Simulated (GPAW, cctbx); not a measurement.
## By hand: from a DFT structure factor to an extinction distance in K2AgRhI6

K2AgRhI6, Fm-3m (no. 225), a = 11.4794 Å, b = 11.4794 Å, c = 11.4794 Å, α = 90.00°, β = 90.00°, γ = 90.00°.

| atom | mult. | x | y | z |
| --- | --- | --- | --- | --- |
| I1 | 24 | 0 | 0 | 0.7614 |
| Ag1 | 4 | 1/2 | 0 | 0 |
| Rh1 | 4 | 0 | 0 | 0 |
| K1 | 8 | 1/4 | 3/4 | 3/4 |

The start was made by putting kin elements into a known structure type; the compound need not exist, or be stable, in this form.

A DFT run (GPAW, PBE, 450 eV, 3×3×3 k-points, Fermi–Dirac width 0.05 eV) gives the static X-ray structure factor of 022 as 86.531 e for the conventional cell; superposed free atoms give 88.407 e. **Problem.** Find the Fourier component V of the crystal potential and the two-beam extinction distance at 300 kV in both cases.

## Step 1: Geometry

The cell volume is Ω = 1512.72 Å³ and d(022) = 4.0586 Å, so g = 1/d = 0.2464 Å⁻¹.

## Step 2: The nuclei

Electrons feel nuclei as well as electrons, so the nuclear charges are summed with the same phases.

Phase sums Σ exp(2πi h·x), turned so that the total is real and positive: I -7.836, Ag +4.000, Rh +4.000, K +8.000. Then F_Z = 53 × (-7.836) + 47 × (+4.000) + 45 × (+4.000) + 19 × (+8.000) = 104.69 e. The electron term has the same sign for this reflection.

## Step 3: Mott–Bethe

Poisson's equation, term by term, gives V = (e/4πε₀)(F_Z − F)/(πΩg²), with e/4πε₀ = 14.3996 V Å.

The prefactor is 14.3996 × 4.0586²/(π × 1512.72) = 0.04991 V per electron. Free atoms: (104.69 − 88.407) × 0.04991 = 0.813 V. Crystal: (104.69 − 86.531) × 0.04991 = 0.907 V. F changes by -2.12 % and V by +11.5 %: the same 1.88 e is measured against F_Z − F = 16.3 e in place of F = 88.4 e.

## Step 4: Extinction distance

In the two-beam case ξ = 1/(λU) with U = 2γm₀eV/h², that is ξ = 150.41 V Å²/(γλV).

At 300 kV, λ = 0.01969 Å and γ = 1.5871. Free atoms: ξ = 5922 Å. Crystal: ξ = 5310 Å. The thickness fringes go as sin²(πt/ξ), so the two patterns slip by a quarter of a period when t|1/ξ₁ − 1/ξ₀| = 1/4, at t ≈ 1285 nm, thicker than usual samples. Thermal motion, absorption and many-beam coupling, left out here, change a real pattern.

## Step 5: Answer

V(022) is 0.91 V against 0.81 V, and ξ is 5310 against 5922 Å. Limits: static atoms, two beams.
